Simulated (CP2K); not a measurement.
Consider acetyl fluoride at its PBE geometry (Å).

```xyz
7

C    -0.6492   -0.1366   -0.0256
C     0.7924    0.2676   -0.0041
F     1.6298   -0.8455    0.1237
O     1.2627    1.3669   -0.0624
H    -1.0657    0.0260    0.9791
H    -0.7750   -1.1900   -0.2906
H    -1.1950    0.5116   -0.7201
```

Method: CP2K XAS_TDP, all-electron GAPW, PBEh(45%), aug-cc-pVDZ, TDA, no relativity.

Predict the bright core excitations at the F K edge.

Leading lines: F3 682.22 eV. The leading line of an atom is its first one with 35 % of the strongest within 2.5 eV of its lowest line over the strength cut. 

The first six lines of each atom with a strength over 0.0015:

| atom | energy (eV) | states | strength, one atom |
| --- | --- | --- | --- |
| F3 (bonded to C) | 682.22 | 1 | 0.0116 |
|  | 683.67 | 1 | 0.0252 |
|  | 684.89 | 1 | 0.0131 |
|  | 685.75 | 1 | 0.0018 |
|  | 686.04 | 1 | 0.0021 |
|  | 686.76 | 1 | 0.0019 |

Lines are vertical, at one geometry, with no vibrational structure. Without a correction of the core level, line positions, and the gaps between valence and Rydberg lines, follow the share of exact exchange. These values hold no scalar relativity, about 0.7 eV for F 1s. Rydberg lines, and the discretised continuum above threshold, depend on the basis and the box.

[Banner, clock and machine lines of the logs are left out without a mark of their own.]

[Logs are printed without paths, hosts, clocks, repeated set-up lines and the standing remarks that a program may print on its own settings, such as how far it seeks lower states.]

[Hosts, paths, dates, database ids (printed as entryN), source tags and the programs' standing remarks are cut or masked in the printed files.]
